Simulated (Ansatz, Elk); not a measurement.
# How far do independent atoms describe KZr?

The structure of KZr used here is made up (a known structure type with other elements) and was relaxed beforehand with PBE. The aim is the Fourier transform of its all-electron density, F(hkl), set beside the sum over free spherical atoms that refinements use.

Calculated with Elk 11.2.3 (patched build); DFT, PBE, all-electron APW+lo, Dirac cores, scalar-relativistic bands, static density, no spin.

The structure was built from a prototype and need not be the compound's stable phase.

## (1) Set-up

Symmetry: P-6m2, No. 187, hexagonal system. Conventional cell: a = 3.232 Å, b = 3.232 Å, c = 6.959 Å, α = 90.00°, β = 90.00°, γ = 120.00°. Nearest to Zr lie 6 Zr at 3.23 Å. Nearest to K lie 6 K at 3.23 Å. Farther neighbours are not listed.

## (2) Ground state and structure factors

An all-electron density is needed, since X-rays see the cores too. Task 0 finds the density and task 195 Fourier-transforms it; tshift is off so that phases refer to the origin typed.

File elk.in:

```
tasks
  0
  195

xctype
  20

spinpol
  .false.

rgkmax
  7.0

gmaxvr
  14.0

lmaxo
  7

lmaxapw
  8

swidth
  0.002

tshift
  .false.

ramdisk
  .false.

hmaxvr
  5.5

maxscl
  120

epspot
  1e-06

sppath
  './'

avec
  6.10793333340 -0.00000000000 0.00000000000
  -3.05396666670 5.28962543134 -0.00000000000
  0.00000000000 -0.00000000000 13.14973829139

atoms
  2
  'Zr.in'
  1
  0.6666666667 0.3333333333 -0.0000000000   0.000000 0.000000 0.000000
  'K.in'
  1
  -0.0000000000 0.0000000000 0.5000000000   0.000000 0.000000 0.000000

ngridk
  8 8 4
```

Started as:

```console
> OMP_NUM_THREADS=4 elk
```

Numbers of over 12 decimals in the logs are rounded to 6 here.

What it wrote:

```text
┌─────────────────────────┐
│ Elk code version 11.2.3 │
└─────────────────────────┘

All units are atomic (Hartree, Bohr, etc.)

┌─────────────────────────────────────────────────┐
│ Ground-state run starting from atomic densities │
└─────────────────────────────────────────────────┘

Lattice vectors :
   6.107933333      -0.000000000       0.000000000
  -3.053966667       5.289625431      -0.000000000
   0.000000000      -0.000000000       13.14973829

Reciprocal lattice vectors :
   1.028692516      0.5939159009       0.000000000
   0.000000000       1.187831802       0.000000000
   0.000000000       0.000000000      0.4778182780

Unit cell volume      :    424.8506799
Brillouin zone volume :   0.5838526927

Muffin-tin inner radius fraction :   0.1000000000E-01

Nuclei treated as point charges

Species : 1 (Zr)
 parameters loaded from : Zr.in
 name : zirconium
 nuclear charge    :   -40.00000000
 electronic charge :    40.00000000
 atomic mass :    166291.1793
 muffin-tin radius :    2.600000000
 number of radial points in muffin-tin :   1193
 inner part over the whole radius :   0.9967875514E-02
 number on inner part of muffin-tin    :    848
 approximate nuclear radius :   0.8202877663E-04
 number of mesh points to nuclear radius :    417
 atomic positions (lattice), magnetic fields (Cartesian) :
  1 :   0.66666667  0.33333333  0.00000000    0.00000000  0.00000000  0.00000000

Species : 2 (K)
 parameters loaded from : K.in
 name : potassium
 nuclear charge    :   -19.00000000
 electronic charge :    19.00000000
 atomic mass :    71271.84090
 muffin-tin radius :    2.400000000
 number of radial points in muffin-tin :    993
 inner part over the whole radius :   0.9891652203E-02
 number on inner part of muffin-tin    :    697
 approximate nuclear radius :   0.6514746337E-04
 number of mesh points to nuclear radius :    319
 atomic positions (lattice), magnetic fields (Cartesian) :
  1 :   0.00000000  0.00000000  0.50000000    0.00000000  0.00000000  0.00000000

Total number of atoms per unit cell :    2
Total muffin-tin volume :    131.5280124
 ratio of muffin-tin to unit cell volume :   0.3095864469

Spin treatment :
 spin-unpolarised

Number of Bravais lattice symmetries :   24
Number of crystal symmetries         :   12
Crystal has no inversion symmetry
Complex Hermitian eigensolver will be used

k-point grid :      8     8     4
k-point offset :    0.000000000       0.000000000       0.000000000
k-point set is reduced with full crystal symmetry group
Total number of k-points :       45

Muffin-tin radius times maximum |G+k| :    7.000000000
 using average radius
Maximum |G+k| for APW functions       :    2.800000000
Maximum (1/2)|G+k|²                   :    3.920000000
Maximum |G| for potential and density :    14.00000000
Constant for pseudocharge density :    9
 order of it for each species :   16  16
 order of it for pair densities of each species (exact exchange by exxq0 0: 17) :   11   9
Radial integration step length :    1

G-vector grid sizes :     28    28    60
Number of G-vectors :    19697

Maximum angular momentum used for
 APW functions            :    8
 outer part of muffin-tin :    7
 inner part of muffin-tin :    2

Total nuclear charge    :   -59.00000000
Total core charge       :    38.00000000
Total valence charge    :    21.00000000
Total excess charge     :    0.000000000
Total electronic charge :    59.00000000

Effective Wigner radius, rₛ :    1.197931263

Number of empty states         :      8
Total number of valence states :     19
Total number of core states    :     38

Third-order local-orbitals added for an l without core states : T
Total number of local-orbitals :     21

Exchange-correlation functional :     20     0     0
 Perdew-Burke-Ernzerhof, Phys. Rev. Lett. 77, 3865 (1996)
 gradient requirement :    1
 generalised gradient approximation (GGA)

Smearing type :    3
 Fermi-Dirac
Smearing width :   0.2000000000E-02
Effective electronic temperature (K) :    631.5500496

Mixing type :    3
[...]
Hartree                     :      1351.5449416152
 Madelung                    :     -5071.0763554523
 xc potential                :     -198.24664531678
 exchange                    :     -144.94632843698
 correlation                 :     -2.795659
 electron entropic           :    -0.74411565570872E-03
 total energy                :     -4201.7087905910

Density of states at Fermi energy :    54.94997289
 (states/Hartree/unit cell)

Estimated indirect band gap :   0.1761565479E-02
 from k-point 24 to k-point 6
Estimated direct band gap   :   0.9106481294E-02
 at k-point 24

Charges :
 core                        :    38.00000000
 valence                     :    21.00000000
 interstitial                :    3.503367456
 muffin-tins (core leakage)
  species : 1 (Zr)
   atom 1                    :    37.97132684     (  0.2595781687E-05)
  species : 2 (K)
   atom 1                    :    17.52530571     ( -0.1014458384E-06)
 total in muffin-tins        :    55.49663254
 total calculated charge     :    58.99976936
 total charge                :    59.00000000
 error                       :   0.2306391610E-03

RMS change in Kohn-Sham potential (target) :   0.2786825485     (  0.1000000000E-05)
Absolute change in total energy (target)   :   0.6102397124E-01 (  0.1000000000E-03)

[... loops 3 to 14 left out ...]

┌──────────────────┐
│ Loop number : 15 │
└──────────────────┘

Energies :
 Fermi                       :     0.180887
 sum of occupied eigenvalues :     -2484.9217137810
 electron kinetic            :      4325.1566787954
 core electron kinetic       :      4221.7786599062
 Coulomb                     :     -8378.6919039199
 Coulomb potential           :     -6617.8823436282
 nuclear-nuclear             :     -420.73691658072
 electron-nuclear            :     -9306.6176640152
 Hartree                     :      1348.6626766760
 Madelung                    :     -5069.7507321058
 xc potential                :     -192.19604894828
 exchange                    :     -144.94011391229
 correlation                 :     -2.796428
 electron entropic           :    -0.10483709304257E-02
 total energy                :     -4201.2728151126

Density of states at Fermi energy :    80.01485895
 (states/Hartree/unit cell)

Estimated indirect band gap :   0.4211172459E-03
 from k-point 37 to k-point 24
Estimated direct band gap   :   0.2661341020E-01
 at k-point 9

Charges :
 core                        :    38.00000000
 valence                     :    21.00000000
 interstitial                :    3.586705846
 muffin-tins (core leakage)
  species : 1 (Zr)
   atom 1                    :    37.78232871     (  0.2495709360E-05)
  species : 2 (K)
   atom 1                    :    17.63096545     ( -0.1011357984E-06)
 total in muffin-tins        :    55.41329415
 total calculated charge     :    58.99978897
 total charge                :    59.00000000
 error                       :   0.2110283384E-03

RMS change in Kohn-Sham potential (target) :   0.5382853535E-06 (  0.1000000000E-05)
Absolute change in total energy (target)   :   0.7512501634E-04 (  0.1000000000E-03)

Convergence targets achieved

┌──────────────────┐
│ Loop number : 16 │
└──────────────────┘

Energies :
 Fermi                       :     0.180887
 sum of occupied eigenvalues :     -2484.9217157666
 electron kinetic            :      4325.1566779206
 core electron kinetic       :      4221.7786546257
 Coulomb                     :     -8378.6918996878
 Coulomb potential           :     -6617.8823372656
 nuclear-nuclear             :     -420.73691658072
 electron-nuclear            :     -9306.6176620266
 Hartree                     :      1348.6626789195
 Madelung                    :     -5069.7507310549
 xc potential                :     -192.19605642161
 exchange                    :     -144.94011396747
 correlation                 :     -2.796428
 electron entropic           :    -0.10483672364158E-02
 total energy                :     -4201.2728118104

Density of states at Fermi energy :    80.01452472
 (states/Hartree/unit cell)

Estimated indirect band gap :   0.4211498224E-03
 from k-point 37 to k-point 24
Estimated direct band gap   :   0.2661333219E-01
 at k-point 9

Charges :
 core                        :    38.00000000
 valence                     :    21.00000000
 interstitial                :    3.586705614
 muffin-tins (core leakage)
  species : 1 (Zr)
   atom 1                    :    37.78232858     (  0.2495708280E-05)
  species : 2 (K)
   atom 1                    :    17.63096581     ( -0.1011358908E-06)
 total in muffin-tins        :    55.41329439
 total calculated charge     :    58.99978897
 total charge                :    59.00000000
 error                       :   0.2110280810E-03

┌──────────────────────────────┐
│ Self-consistent loop stopped │
└──────────────────────────────┘

Wrote STATE.OUT
```

The job ended after 12 s (4 threads of Arm Neoverse V2, shared host; peak memory 0.16 GiB; 30 s of CPU time).

SFACRHO.OUT:

```text

h k l indices transformed by vhmat matrix:
   1.000000000       0.000000000       0.000000000    
   0.000000000       1.000000000       0.000000000    
   0.000000000       0.000000000       1.000000000    

      h      k      l  multipl.   |H|            Re(F)            Im(F)           |F|

      0      0      0      1   0.0000000       59.000000     -0.25026281E-16   59.000000    
      0      0      1      2  0.47781828       20.476441     -0.53889815E-14   20.476441    
      0      0     -2      2  0.95563656       49.364467     -0.96358654E-14   49.364467    
     -1      1      0      3   1.1878318      -1.7128217      -27.804706       27.857413    
      0      1      0      3   1.1878318      -1.7128217       27.804706       27.857413    
      0      1      1      6   1.2803338      -29.723269       27.333716       40.380747    
      0     -1      1      6   1.2803338      -29.723269      -27.333716       40.380747    
      0      0     -3      2   1.4334548       17.420634      0.18396157E-13   17.420634    
     -1      0      2      6   1.5245280      -2.1285452       26.024682       26.111583    
      0     -1     -2      6   1.5245280      -2.1285452      -26.024682       26.111583    
      0     -1     -3      6   1.8616490      -25.474946      -24.200358       35.137305    
      1     -1     -3      6   1.8616490      -25.474946       24.200358       35.137305    
      0      0      4      2   1.9112731       38.958205      0.14609333E-13   38.958205    
      1     -2      0      6   2.0573850       37.526258      0.16839329E-07   37.526258    
      1     -2     -1     12   2.1121419       15.855632      0.16644002E-07   15.855632    
     -1      1      4      6   2.2503132      -2.6790233      -22.250857       22.411555    
      0      1      4      6   2.2503132      -2.6790233       22.250857       22.411555    
     -1     -1     -2     12   2.2684961       35.701461     -0.34715196E-14   35.701461
```

Elk indexes on the primitive cell of elk.in and gives |H| = 4π sin θ/λ in inverse bohr. Below, one row stands for each form hkl of the conventional cell (m members, Friedel mates merged), F is for one primitive cell and the density is static (no thermal factor). Free-atom factors are Waasmaier and Kirfel's, and R is Σm||F|−|F'||/Σm|F|.

| hkl | m | sin θ/λ (Å⁻¹) | abs F, DFT | neutral atoms | diff. | abs of complex diff. |
| --- | --- | --- | --- | --- | --- | --- |
| 001 | 2 | 0.072 | 20.476 | 20.280 | +0.197 | 0.197 |
| 002 | 2 | 0.144 | 49.364 | 49.483 | -0.118 | 0.118 |
| 100 | 6 | 0.179 | 27.857 | 28.075 | -0.218 | 0.230 |
| 101 | 12 | 0.193 | 40.381 | 40.527 | -0.147 | 0.151 |
| 003 | 2 | 0.216 | 17.421 | 17.411 | +0.010 | 0.010 |
| 102 | 12 | 0.229 | 26.112 | 26.129 | -0.017 | 0.049 |
| 103 | 12 | 0.280 | 35.137 | 35.084 | +0.053 | 0.054 |
| 004 | 2 | 0.287 | 38.958 | 38.893 | +0.065 | 0.065 |
| 110 | 6 | 0.309 | 37.526 | 37.498 | +0.028 | 0.028 |
| 111 | 12 | 0.318 | 15.856 | 15.845 | +0.011 | 0.011 |
| 104 | 12 | 0.338 | 22.412 | 22.373 | +0.038 | 0.040 |
| 112 | 12 | 0.341 | 35.702 | 35.630 | +0.071 | 0.071 |
| 200 | 6 | 0.357 | 21.830 | 21.803 | +0.027 | 0.029 |
| 005 | 2 | 0.359 | 15.162 | 15.175 | -0.014 | 0.014 |
| 201 | 12 | 0.364 | 30.766 | 30.712 | +0.053 | 0.054 |
| 113 | 12 | 0.377 | 14.928 | 14.890 | +0.038 | 0.038 |
| 202 | 12 | 0.385 | 21.050 | 21.010 | +0.041 | 0.041 |
| 105 | 12 | 0.401 | 29.180 | 29.139 | +0.041 | 0.041 |
| 203 | 12 | 0.417 | 28.577 | 28.515 | +0.062 | 0.062 |
| 114 | 12 | 0.422 | 31.730 | 31.666 | +0.064 | 0.064 |
| 006 | 2 | 0.431 | 31.302 | 31.299 | +0.002 | 0.002 |
| 204 | 12 | 0.459 | 19.195 | 19.175 | +0.020 | 0.020 |

## (3) The highest occupied states alone

An energy window below the Fermi level keeps the highest occupied states, to see at which angles they scatter; shallow core shells can lie inside it and anion s states outside. No new self-consistency is needed.

Changes to elk.in since step 2:

```diff
@@ -1,3 +1,2 @@
 tasks
-  0
   195
@@ -40,2 +39,5 @@
 
+wsfac
+  -0.370350 0.480890
+
 sppath
```

Started as:

```console
> OMP_NUM_THREADS=4 elk
```

What it wrote:

```text
┌─────────────────────────────────┐
│ Elk code version 11.2.3 started │
└─────────────────────────────────┘

Info(readinput): the functional depends on the density's gradient
 muffin-tin radial points multiplied by    2.00000
 (not where nrmtscf is given)

┌────────────────────┐
│ Current task : 195 │
└────────────────────┘

Info(sfacrho): density structure factors written to SFACRHO.OUT

 Energy window :  -0.3703500000      0.4808900000

┌──────────────────┐
│ Elk code stopped │
└──────────────────┘
```

Elapsed: 4.3 s, on 4 threads; peak memory 0.16 GiB.

States within 15 eV below the Fermi level hold 5.00 electrons; any levels below the window count with the cores. Their amplitudes can exceed the total, where window and core parts have opposite phase:

| hkl | sin θ/λ (Å⁻¹) | abs F, window | abs F, all |
| --- | --- | --- | --- |
| 001 | 0.072 | 2.529 | 20.476 |
| 002 | 0.144 | 0.758 | 49.364 |
| 100 | 0.179 | 0.262 | 27.857 |
| 101 | 0.193 | 0.268 | 40.381 |
| 003 | 0.216 | 0.304 | 17.421 |
| 102 | 0.229 | 0.198 | 26.112 |
| 103 | 0.280 | 0.173 | 35.137 |
| 004 | 0.287 | 0.162 | 38.958 |
| 110 | 0.309 | 0.111 | 37.526 |
| 111 | 0.318 | 0.017 | 15.856 |

(Continued in part 2 of 2.)

[Logs are printed without paths, hosts, clocks, repeated set-up lines and the standing remarks that a program may print on its own settings, such as how far it seeks lower states.]

[Hosts, paths, dates, database ids (printed as entryN), source tags and the programs' standing remarks are cut or masked in the printed files.]
